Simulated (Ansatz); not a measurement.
## HfCo5, from a guessed structure to a relaxed one

Starting from a made-up structure for HfCo5, the aim is the relaxed cell, its shortest contacts and, where a second run follows, its electronic structure.

Main program and level: Ansatz 0.2.0; DFT, PBE, plane-wave PAW, files of the set soft_1, scalar-relativistic, ferromagnetic start, cell and ions relaxed at zero pressure; PAW set soft_1, in the first sound run; inputs show where later runs differ.

**1. Set-up**

The structure is hexagonal, space group P6/mmm (No. 191). The conventional cell has a = 4.682 Å, b = 4.682 Å, c = 3.543 Å, α = 90.00°, β = 90.00°, γ = 120.00°. Hf has 18 Co at 2.70 to 2.94 Å nearest. Nearest to Co lie 8 Co at 2.23 to 2.34 Å and 4 Hf at 2.94 Å. Co has 9 Co at 2.23 to 2.70 Å and 3 Hf at 2.70 Å nearest. Farther neighbours are not listed.

Coordinates:

```cif
data_structure
_symmetry_space_group_name_H-M 'P6/mmm'
_symmetry_Int_Tables_number 191
_cell_length_a 4.6820
_cell_length_b 4.6820
_cell_length_c 3.5430
_cell_angle_alpha 90.000
_cell_angle_beta 90.000
_cell_angle_gamma 120.000
_cell_volume 67.26
loop_
_atom_site_label
_atom_site_type_symbol
_atom_site_symmetry_multiplicity
_atom_site_Wyckoff_symbol
_atom_site_fract_x
_atom_site_fract_y
_atom_site_fract_z
_atom_site_occupancy
Hf1 Hf 1 a 0.00000 0.00000 0.00000 1
Co1 Co 3 g 0.00000 0.50000 0.50000 1
Co2 Co 2 c 0.66667 0.33333 0.00000 1
```

**2. Relaxing cell and atoms**

The guessed cell has no reason to be at equilibrium. It is relaxed with the atoms, within the space group of the guess.

input.yaml reads:

```yaml
crystal:
  lattice:
    - [4.682, 0.0, 0.0]
    - [-2.341, 4.054730941, 0.0]
    - [0.0, 0.0, 3.543]
  atoms:
    - { symbol: Hf, position: [0.0, 0.0, 0.0] }
    - { symbol: Co, position: [0.0, 0.5, 0.5], spin: 2.0 }
    - { symbol: Co, position: [0.5, 0.5, 0.5], spin: 2.0 }
    - { symbol: Co, position: [0.5, 0.0, 0.5], spin: 2.0 }
    - { symbol: Co, position: [0.666666667, 0.333333333, 0.0], spin: 2.0 }
    - { symbol: Co, position: [0.333333333, 0.666666667, 0.0], spin: 2.0 }
magnetization:
  spin_polarized: true
kpoints:
  mp_grid: { grid: [7, 7, 8] }
scf:
  occupations: { method: fermi_dirac, width: 0.05 }
hamiltonian:
  xc: pbe
  pseudopotentials: { kind: paw, azcp: { folder: soft_1 } }
relax:
  f_tol: 0.015
  max_steps: 70
  cell: {}
output:
  forces: true
  stress: true
```

Launch:

```
ansatz run input.yaml --threads 4 --pin off --max-ram 10240MiB --backend cpu --events-out ev --progress --plain --runs-dir out
```

Numbers of over 12 decimals in the logs are rounded to 6 here.

Log:

```text
Engine: ansatz 0.2.0, x86_64-unknown-linux-gnu
Pseudopotentials: kind: paw
Pseudopotential: Hf, paw, valence charge 26, recommended cutoff 420 eV (normal), soft_1/Hf.paw.azcp
Pseudopotential: Co, paw, valence charge 17, recommended cutoff 420 eV (normal), soft_1/Co.paw.azcp
Functional definition: PBE
  parameter kappa = 0.804
  parameter beta = 0.066725
  exchange = pbe_x(kappa = kappa, mu = beta*pi^2/3)
  correlation = pbe_c(beta = beta)
Crystal: 6 atoms, lattice volume = 67.261 Å³
Basis set: ecut = 420 eV, 1313 PW (Γ), exchange–correlation on 64×64×48 points (8 copies of the dense FFT grid, shifted against one another)
Bands: 73, of which v1, the nominal top of the filled ones, is band 56 counted from 1 (55 counted from 0)
Symmetry: 24 space group operations
Space group: P6/mmm (ITA 191), of the structure as read, at distance tolerance 4.1e-5 Å
Magnetic group: BNS 191.233 (UNI 1463), of the structure as read, at distance tolerance 4.1e-5 Å
k-points: 40 of 392
Non-local potential: Hf, projectors of the file, l = 0: 3, l = 1: 2, l = 2: 2, l = 3: 3
Non-local potential: Co, projectors of the file, l = 0: 3, l = 1: 2, l = 2: 3, l = 3: 1
PAW form: soft (Blöchl's): semilocal exchange-correlation on the pseudo side does not see the compensation charge
PAW one-centre angular grid: Hf, 590 points (default); XC on 64 Gauss nodes
PAW one-centre angular grid: Co, 590 points (default); XC on 64 Gauss nodes
Initial density: superposition of atomic densities (chi_scale 0.1, normalization cell, long waves kept (reshape's long-wave potential 0.00 eV rms))
Starting moments: Σ|m| = 10 μB on 5 of 6 sites
Initial wavefunctions: pseudopotential atomic-orbital guess
Functional: x = pbe(κ = 0.804, μ = 0.219515), c = pbe(β = 0.066725)
SCF iter   1: F=—  HF=-41354.711043 eV  |F-HF|=—  |Δ(HF+E_count)|=         —  Δρ=1.16e-1 (↑1.16e-1 ↓1.05e-1)  dr2=2.41e1  dr2_m=2.64e-1  M=7.962 μB ∫|m|=8.990 μB  β_m=0.30  ethr=3.10e-3  ⟨swp⟩=5.4  Hψ=18688  notcnv=0  defer=3
Mixer restart at iter 1: flushing history
preconditioner: auto → Kerker (q_TF=auto, 2.966 Å⁻¹)  [metal: Δε(μ)=0.028 eV  Ē_g=13.093 eV  σ=0.050 eV  W_gap=0.14  n_scr=26 (ndim 8)  ℏωp=37.6 eV  f_vac=0.000  D(μ)=4.94/eV (n_scr^D=58)]
spin=Collinear: Kerker preconditioning applied to the charge; magnetization (m = ρ↑ − ρ↓) channel mixes plain (no charge-response kernel on spin).
SCF iter   2: F=—  HF=-41346.154324 eV  |F-HF|=—  |Δ(HF+E_count)|=    8.56e0  Δρ=2.54e-2 (↑2.25e-2 ↓2.54e-2)  dr2=7.07e-1  dr2_m=1.07e-1  M=7.850 μB ∫|m|=8.938 μB  β_m=0.31  ethr=3.10e-3  ⟨swp⟩=3.1  Hψ=11888  notcnv=0  defer=490
SCF iter   3: F=—  HF=-41347.745938 eV  |F-HF|=—  |Δ(HF+E_count)|=    1.59e0  Δρ=2.65e-2 (↑1.69e-2 ↓2.65e-2)  dr2=5.37e-1  dr2_m=1.06e-1  M=7.501 μB ∫|m|=8.674 μB  β_m=0.66  ethr=6.37e-4  ⟨swp⟩=2.5  Hψ=7522  notcnv=0  defer=542
SCF iter   4: F=—  HF=-41351.710485 eV  |F-HF|=—  |Δ(HF+E_count)|=    3.96e0  Δρ=4.35e-2 (↑1.59e-2 ↓4.35e-2)  dr2=2.31e0  dr2_m=1.54e-1  M=6.707 μB ∫|m|=7.986 μB  β_m=0.21  ethr=4.84e-4  ⟨swp⟩=3.2  Hψ=10600  notcnv=0  defer=543  recentre
SCF iter   5: F=—  HF=-41349.847460 eV  |F-HF|=—  |Δ(HF+E_count)|=    1.86e0  Δρ=1.69e-2 (↑1.39e-2 ↓1.69e-2)  dr2=2.31e-1  dr2_m=7.43e-2  M=7.217 μB ∫|m|=8.379 μB  β_m=0.49  ethr=4.84e-4  ⟨swp⟩=3.0  Hψ=11048  notcnv=0  defer=551
SCF iter   6: F=—  HF=-41352.699369 eV  |F-HF|=—  |Δ(HF+E_count)|=         —  Δρ=6.40e-2 (↑6.40e-2 ↓5.41e-2)  dr2=7.14e-2  dr2_m=2.13e0  M=4.416 μB ∫|m|=5.395 μB  β_m=1.00  ethr=2.08e-4  ⟨swp⟩=3.5  Hψ=12321  notcnv=0  defer=554
Mixer restart at iter 6: flushing history
SCF iter   7: F=—  HF=-41352.479387 eV  |F-HF|=—  |Δ(HF+E_count)|=   2.20e-1  Δρ=1.22e-2 (↑3.78e-3 ↓1.22e-2)  dr2=1.39e-1  dr2_m=1.39e-2  M=4.340 μB ∫|m|=5.207 μB  β_m=0.50  ethr=4.50e-5  ⟨swp⟩=2.8  Hψ=10446  notcnv=0  defer=552
SCF iter   8: F=—  HF=-41352.473434 eV  |F-HF|=—  |Δ(HF+E_count)|=   5.95e-3  Δρ=1.30e-2 (↑1.30e-2 ↓7.32e-3)  dr2=2.05e-2  dr2_m=6.02e-2  M=4.110 μB ∫|m|=4.935 μB  β_m=0.52  ethr=4.50e-5  ⟨swp⟩=3.0  Hψ=11504  notcnv=0  defer=538
SCF iter   9: F=—  HF=-41352.464541 eV  |F-HF|=—  |Δ(HF+E_count)|=   8.89e-3  Δρ=8.04e-3 (↑4.90e-3 ↓8.04e-3)  dr2=1.54e-2  dr2_m=2.49e-2  M=4.091 μB ∫|m|=4.895 μB  β_m=0.17  ethr=1.84e-5  ⟨swp⟩=2.4  Hψ=10669  notcnv=0  defer=552
SCF iter  10: F=—  HF=-41352.464795 eV  |F-HF|=—  |Δ(HF+E_count)|=   2.54e-4  Δρ=7.13e-3 (↑6.35e-3 ↓7.13e-3)  dr2=5.62e-3  dr2_m=2.71e-2  M=3.949 μB ∫|m|=4.723 μB  β_m=0.15  ethr=1.39e-5  ⟨swp⟩=2.1  Hψ=7511  notcnv=0  defer=552
SCF iter  11: F=—  HF=-41352.466187 eV  |F-HF|=—  |Δ(HF+E_count)|=   1.39e-3  Δρ=7.48e-3 (↑7.48e-3 ↓7.05e-3)  dr2=3.80e-4  dr2_m=3.23e-2  M=3.675 μB ∫|m|=4.386 μB  β_m=0.64  ethr=5.07e-6  ⟨swp⟩=2.0  Hψ=9022  notcnv=0  defer=552
SCF iter  12: F=-41352.464369 eV  HF=-41352.469787 eV  |F-HF|=5.42e-3  |Δ(HF+E_count)|=   3.60e-3  Δρ=5.64e-3 (↑5.64e-3 ↓3.52e-3)  dr2=4.29e-3  dr2_m=1.26e-2  M=3.117 μB ∫|m|=3.709 μB  β_m=0.75  ethr=3.43e-7  ⟨swp⟩=3.0  Hψ=13356  notcnv=0  defer=552
SCF iter  13: F=-41352.464383 eV  HF=-41352.470327 eV  |F-HF|=5.94e-3  |Δ(HF+E_count)|=   5.40e-4  Δρ=4.47e-3 (↑4.47e-3 ↓3.99e-3)  dr2=2.72e-3  dr2_m=1.03e-2  M=2.711 μB ∫|m|=3.193 μB  β_m=0.66  ethr=3.43e-7  ⟨swp⟩=3.2  Hψ=13442  notcnv=0  defer=550
SCF iter  14: F=-41352.468529 eV  HF=-41352.468701 eV  |F-HF|=1.71e-4  |Δ(HF+E_count)|=   1.63e-3  Δρ=1.21e-3 (↑1.21e-3 ↓2.97e-4)  dr2=4.57e-4  dr2_m=2.91e-4  M=2.815 μB ∫|m|=3.329 μB  β_m=0.83  ethr=3.43e-7  ⟨swp⟩=3.0  Hψ=11299  notcnv=0  defer=550
SCF iter  15: F=-41352.468516 eV  HF=-41352.468894 eV  |F-HF|=3.79e-4  |Δ(HF+E_count)|=   1.94e-4  Δρ=1.46e-3 (↑1.46e-3 ↓5.59e-4)  dr2=3.85e-4  dr2_m=6.08e-4  M=2.796 μB ∫|m|=3.303 μB  β_m=0.91  ethr=3.43e-7  ⟨swp⟩=2.0  Hψ=6474  notcnv=0  defer=550
SCF iter  16: F=-41352.468793 eV  HF=-41352.468808 eV  |F-HF|=1.49e-5  |Δ(HF+E_count)|=   8.66e-5  Δρ=1.77e-4 (↑5.08e-5 ↓1.77e-4)  dr2=2.14e-5  dr2_m=5.91e-6  M=2.822 μB ∫|m|=3.338 μB  β_m=0.96  ethr=3.43e-7  ⟨swp⟩=1.8  Hψ=8198  notcnv=0  defer=550
SCF iter  17: F=-41352.468802 eV  HF=-41352.468807 eV  |F-HF|=4.95e-6  |Δ(HF+E_count)|=   3.49e-7  Δρ=1.38e-4 (↑1.22e-4 ↓1.38e-4)  dr2=4.20e-6  dr2_m=9.33e-6  M=2.819 μB ∫|m|=3.334 μB  β_m=0.98  ethr=1.93e-8  ⟨swp⟩=2.0  Hψ=7200  notcnv=0  defer=550
SCF iter  18: F=-41352.468803 eV  HF=-41352.468807 eV  |F-HF|=3.34e-6  |Δ(HF+E_count)|=   6.31e-7  Δρ=9.10e-5 (↑8.60e-5 ↓9.10e-5)  dr2=3.67e-6  dr2_m=3.64e-6  M=2.830 μB ∫|m|=3.347 μB  β_m=0.81  ethr=3.78e-9  ⟨swp⟩=2.0  Hψ=9137  notcnv=0  defer=550
[...]
relax step   4: F+E_penalty+E_count = -41353.71038597 eV  Δ(F+E_penalty+E_count) = -3.439e-2 eV  max|allowed force component| = 4.626e-18 eV/Å  Δτ_max = 0.0000 Å  P = -0.317 GPa  Ω = 77.137 Å³  energy of the carried Pulay correction = -1.282e-2 eV  (12 SCF iters, dr2 threshold 6.00e-7 eV, accepted)
[...]
relax step   5: F+E_penalty+E_count = -41353.71315479 eV  Δ(F+E_penalty+E_count) = -2.769e-3 eV  max|allowed force component| = 1.272e-17 eV/Å  Δτ_max = 0.0000 Å  P = +0.011 GPa  Ω = 76.958 Å³  energy of the carried Pulay correction = -1.268e-2 eV  (9 SCF iters, dr2 threshold 6.00e-7 eV, accepted)
[...]
relax step   6: F+E_penalty+E_count = -41353.71315733 eV  Δ(F+E_penalty+E_count) = -2.538e-6 eV  max|allowed force component| = 4.626e-18 eV/Å  Δτ_max = 0.0000 Å  P = -0.001 GPa  Ω = 76.965 Å³  energy of the carried Pulay correction = -1.269e-2 eV  (8 SCF iters, dr2 threshold 7.36e-9 eV, accepted)
[...]
relax step   7: F+E_penalty+E_count = -41353.73830353 eV  Δ(F+E_penalty+E_count) = -2.515e-2 eV  max|allowed force component| = 4.626e-18 eV/Å  Δτ_max = 0.0000 Å  P = +0.387 GPa  Ω = 76.965 Å³  stress off target by 9.77e-1 GPa  SCF on the basis re-selected at this cell (its energy is not comparable with the rows above)  (13 SCF iters)
[...]
relax step   8: F+E_penalty+E_count = -41353.73891853 eV  Δ(F+E_penalty+E_count) = -6.150e-4 eV  max|allowed force component| = 6.168e-18 eV/Å  Δτ_max = 0.0000 Å  P = +0.071 GPa  Ω = 77.087 Å³  energy of the carried Pulay correction = -1.366e-4 eV  (9 SCF iters, dr2 threshold 6.00e-7 eV, accepted)
[...]
relax step   9: F+E_penalty+E_count = -41353.73890347 eV  Δ(F+E_penalty+E_count) = +1.506e-5 eV  max|allowed force component| = 4.626e-18 eV/Å  Δτ_max = 0.0000 Å  P = -0.000 GPa  Ω = 77.116 Å³  energy of the carried Pulay correction = -1.681e-4 eV  (9 SCF iters, dr2 threshold 5.44e-8 eV, accepted)
iter 1 solved again at ethr=4.87e-8 eV; its pass at ethr=3.10e-3 eV (dr2=5.40e-5 eV) is discarded
SCF iter   1: F=—  HF=-41353.739057 eV  |F-HF|=—  |Δ(HF+E_count)|=         —  Δρ=1.11e-5 (↑5.38e-6 ↓1.11e-5)  dr2=1.31e-7  dr2_m=6.87e-9  M=6.526 μB ∫|m|=8.050 μB  β_m=0.65  ethr=4.87e-8  ⟨swp⟩=4.8  Hψ=41525  notcnv=0
spin=Collinear: Kerker preconditioning applied to the charge; magnetization (m = ρ↑ − ρ↓) channel mixes plain (no charge-response kernel on spin).
SCF iter   2: F=—  HF=-41353.739060 eV  |F-HF|=—  |Δ(HF+E_count)|=   2.89e-6  Δρ=2.97e-6 (↑2.97e-6 ↓2.54e-6)  dr2=4.15e-9  dr2_m=1.72e-9  M=6.526 μB ∫|m|=8.050 μB  β_m=0.51  ethr=1.18e-10  ⟨swp⟩=3.5  Hψ=12655  notcnv=0
SCF iter   3: F=—  HF=-41353.739060 eV  |F-HF|=—  |Δ(HF+E_count)|=   1.14e-8  Δρ=1.39e-6 (↑1.39e-6 ↓1.31e-6)  dr2=2.25e-9  dr2_m=1.89e-10  M=6.526 μB ∫|m|=8.050 μB  β_m=0.51  ethr=3.74e-12  ⟨swp⟩=3.3  Hψ=12348  notcnv=0
SCF iter   4: F=—  HF=-41353.739060 eV  |F-HF|=—  |Δ(HF+E_count)|=   7.57e-9  Δρ=1.73e-6 (↑5.35e-7 ↓1.73e-6)  dr2=2.80e-9  dr2_m=4.62e-10  M=6.526 μB ∫|m|=8.050 μB  β_m=0.76  ethr=2.03e-12  ⟨swp⟩=2.0  Hψ=9339  notcnv=0
SCF iter   5: F=—  HF=-41353.739060 eV  |F-HF|=—  |Δ(HF+E_count)|=   1.11e-8  Δρ=1.51e-6 (↑5.82e-7 ↓1.51e-6)  dr2=2.42e-9  dr2_m=5.28e-10  M=6.526 μB ∫|m|=8.050 μB  β_m=0.88  ethr=2.03e-12  ⟨swp⟩=2.0  Hψ=9159  notcnv=0
SCF iter   6: F=—  HF=-41353.739060 eV  |F-HF|=—  |Δ(HF+E_count)|=   4.67e-9  Δρ=1.41e-6 (↑6.12e-7 ↓1.41e-6)  dr2=2.37e-9  dr2_m=1.42e-10  M=6.526 μB ∫|m|=8.050 μB  β_m=0.78  ethr=2.03e-12  ⟨swp⟩=2.0  Hψ=9819  notcnv=0
SCF iter   7: F=—  HF=-41353.739060 eV  |F-HF|=—  |Δ(HF+E_count)|=   1.14e-9  Δρ=2.07e-7 (↑2.07e-7 ↓1.88e-7)  dr2=7.86e-11  dr2_m=2.60e-12  M=6.526 μB ∫|m|=8.050 μB  β_m=0.84  ethr=2.03e-12  ⟨swp⟩=2.0  Hψ=9656  notcnv=0
SCF iter   8: F=—  HF=-41353.739060 eV  |F-HF|=—  |Δ(HF+E_count)|=  5.82e-11  Δρ=8.76e-8 (↑8.76e-8 ↓4.08e-8)  dr2=6.15e-12  dr2_m=6.60e-13  M=6.526 μB ∫|m|=8.050 μB  β_m=0.77  ethr=1.00e-12  ⟨swp⟩=1.0  Hψ=5840  notcnv=0
SCF iter   9: F=-41353.739060 eV  HF=-41353.739060 eV  |F-HF|=7.28e-12  |Δ(HF+E_count)|=    0.00e0  Δρ=7.99e-8 (↑4.68e-8 ↓7.99e-8)  dr2=1.05e-11  dr2_m=2.59e-13  M=6.526 μB ∫|m|=8.050 μB  ethr=1.00e-12  ⟨swp⟩=4.2  Hψ=22177  notcnv=0
SCF 10 converged in 9 iterations: F = -41353.739060 eV  dr2 = 1.05e-11
relax step  10: F+E_penalty+E_count = -41353.73906005 eV  Δ(F+E_penalty+E_count) = -1.566e-4 eV  max|allowed force component| = 9.252e-18 eV/Å  Δτ_max = 0.0000 Å  P = -0.004 GPa  Ω = 77.116 Å³  stress off target by 6.19e-3 GPa  SCF on the basis re-selected at this cell (its energy is not comparable with the rows above)  (9 SCF iters)
basis re-selected at this cell: Δ(F+E_penalty+E_count) = -1.566e-4 eV, ΔP = -0.004 GPa vs the last step (what re-selecting the basis moved, of the pressure what is left beyond the Pulay correction that the steps carried, after the strain that the cell walked since its last selection, with what the two solves' SCF thresholds leave and, on support functions, any second-order correction that the steps lacked; it is no m [...]
SCF converged after 9 iterations
Magnetization: 6.5262 μB (58.7631 up, 52.2369 down)
Absolute magnetization: 8.0566 μB (∫|ρ↑−ρ↓|, with the PAW one-centre terms)
Spin contamination: 0.2759 ħ² per cell (⟨S²⟩ above its minimum at these occupations)
Per-site moments (μB) at R_I (Å): [(-0.245988, 1.128825), (1.538502, 0.977591), (1.538502, 0.977591), (1.538502, 0.977591), (1.320754, 0.993400), (1.320754, 0.993400)]
Free energy (F): -41353.739060 eV
Harris-Foulkes:  -41353.739060 eV  (|F-HF|=7.28e-12)
Internal energy: -41353.669257 eV  (E = F + TS)
E sigma→0 (E₀):  -41353.704158 eV
Entropy (-TS):   -0.069803 eV (-11.634 meV/atom)
Fermi energy:    18.456607 eV
--- Per-component energies (eV) ---
  E_band       = -1258.143778
  E_kinetic    = 1865.901667
  E_local      = -20072.326431  (includes V_loc(G=0)·N_el)
  E_nonlocal   = 2228.248536
  E_hartree    = 9195.705546
  E_xc         = -728.282041
  E_vxc        = -849.176172  (∫ρ·V_xc dr)
  E_paw        = -15550.398167  (= ΣΔE_a)
  E_vpaw       = -2822.202896  (= ΣTr[D̂ρ^β])
  E_aug_tail   = 0.000058  (compensation charges beyond the density's cutoff)
  E_ewald      = -18292.518424
  E_smearing   = -0.069803  (= −TS)
  E_closure    = 0.000000  (closes the sum)
  Σ components = -41353.739060   (vs F -41353.739060, Δ=0.00e0)
--- Forces (eV/Å), atoms counted from 1 ---
  atom   1  Hf     0.00000000    -0.00000000     0.00000000
  atom   2  Co    -0.00000000     0.00000000     0.00000000
  atom   3  Co     0.00000000    -0.00000000     0.00000000
  atom   4  Co    -0.00000000    -0.00000000     0.00000000
  atom   5  Co     0.00000000    -0.00000000     0.00000000
  atom   6  Co    -0.00000000     0.00000000    -0.00000000
  max |Σ_I F_I| component: 4.63e-18 eV/Å
--- Stress (GPa, compression-positive) ---
       -0.006189      -0.000000       0.000000
       -0.000000      -0.006189      -0.000000
        0.000000      -0.000000       0.000752
  P = ⅓ Tr σ = -0.0039 GPa (-0.039 kbar)
--- Relaxed structure (8 steps of the walk, 8 accepted, 2 SCFs on fresh bases) ---
  F+E_penalty+E_count = -41353.73906005 eV   max|allowed force component| = 9.252e-18 eV/Å   (the final SCF, on the basis selected at the relaxed cell)
  cell:  # Å, volume = 77.1157 Å³
    - [4.739834, 0, 0.0]
    - [-2.369917, 4.104817, 0.0]
    - [0.0, 0.0, 3.963565]
  atoms:
    - { symbol: Hf, position: [0, 0, 0.0] }
    - { symbol: Co, position: [2.7755575615628914e-17, 0.5, 0.5] }
    - { symbol: Co, position: [0.5, 0.5, 0.5] }
    - { symbol: Co, position: [0.500000, 0, 0.5] }
    - { symbol: Co, position: [0.666667, 0.333333, 0.0] }
    - { symbol: Co, position: [0.333333, 0.666667, 0.0] }
```

Run time: 28 s. Hardware: 4 threads of AMD EPYC 9R45 (Zen 5), shared host; peak memory 0.77 GiB.

The steps of the relaxation:

| step | energy less that of the first step (eV) | largest force component (eV/Å) | pressure (GPa) | volume (Å³) |
| --- | --- | --- | --- | --- |
| 1 | 0.0000 | 0.0000 | 31.07 | 67.26 |
| 2 | -0.8305 | 0.0000 | 16.29 | 71.79 |
| 3 | -1.2072 | 0.0000 | 0.24 | 77.08 |
| 4 | -1.2416 | 0.0000 | -0.32 | 77.14 |
| 5 | -1.2443 | 0.0000 | 0.01 | 76.96 |
| 6 | -1.2444 | 0.0000 | 0.00 | 76.96 |
| 7* | -1.2695 | 0.0000 | 0.39 | 76.96 |
| 8 | -1.2701 | 0.0000 | 0.07 | 77.09 |
| 9 | -1.2701 | 0.0000 | 0.00 | 77.12 |
| 10* | -1.2703 | 0.0000 | 0.00 | 77.12 |

Relaxation steps marked * repeat the geometry before them on a plane-wave basis chosen anew for their cell, so energy and pressure can jump there.

Forces are held to the 24 operations that the run works with; a distortion that breaks them can't arise in this run.

```
conventional cell, symmetrised  before  after   change
                         a (Å)   4.682  4.740   +1.2 %
                         b (Å)   4.682  4.740   +1.2 %
                         c (Å)   3.543  3.964  +11.9 %
              volume (Å³/atom)   11.21  12.85  +14.7 %
```

Final coordinates:

```xyz
6
Lattice="4.7398 0.0000 0.0000 -2.3699 4.1048 0.0000 0.0000 0.0000 3.9636" Properties=species:S:1:pos:R:3 pbc="T T T"
Hf    0.0000    0.0000    0.0000
Co   -1.1850    2.0524    1.9818
Co    1.1850    2.0524    1.9818
Co    2.3699    0.0000    1.9818
Co    2.3699    1.3683    0.0000
Co    0.0000    2.7365    0.0000
```

Numbers from this step:

```yaml
free_energy: -41353.7391 eV
energy_at_zero_smearing: -41353.7042 eV
smearing_term_ts: 0.06980 eV
fermi_energy: 18.46 eV
magnetization: 6.526 μB
absolute_magnetization: 8.057 μB
site_moments: -0.2460, 1.539, 1.539, 1.539, 1.321, 1.321 μB
electrons: 111
symmetry_operations: 24
pressure: -0.003875 GPa
```

Site moment by atom:

| atom | site moment (μB) |
| --- | --- |
| Hf1 | -0.25 |
| Co2 | 1.54 |
| Co3 | 1.54 |
| Co4 | 1.54 |
| Co5 | 1.32 |
| Co6 | 1.32 |

The shortest distance of each pair, which need not be the same contact before and after:

```csv
pair,guess (Å),relaxed (Å)
Co–Co,2.228,2.370
Co–Hf,2.703,2.737
Hf–Hf,3.543,3.964
```

The relaxation ends with a pressure of 0.00 GPa.

(Continued in part 2 of 2.)

[Logs are printed without paths, hosts, clocks, repeated set-up lines and the standing remarks that a program may print on its own settings, such as how far it seeks lower states.]

[Hosts, paths, dates, database ids (printed as entryN), source tags and the programs' standing remarks are cut or masked in the printed files.]
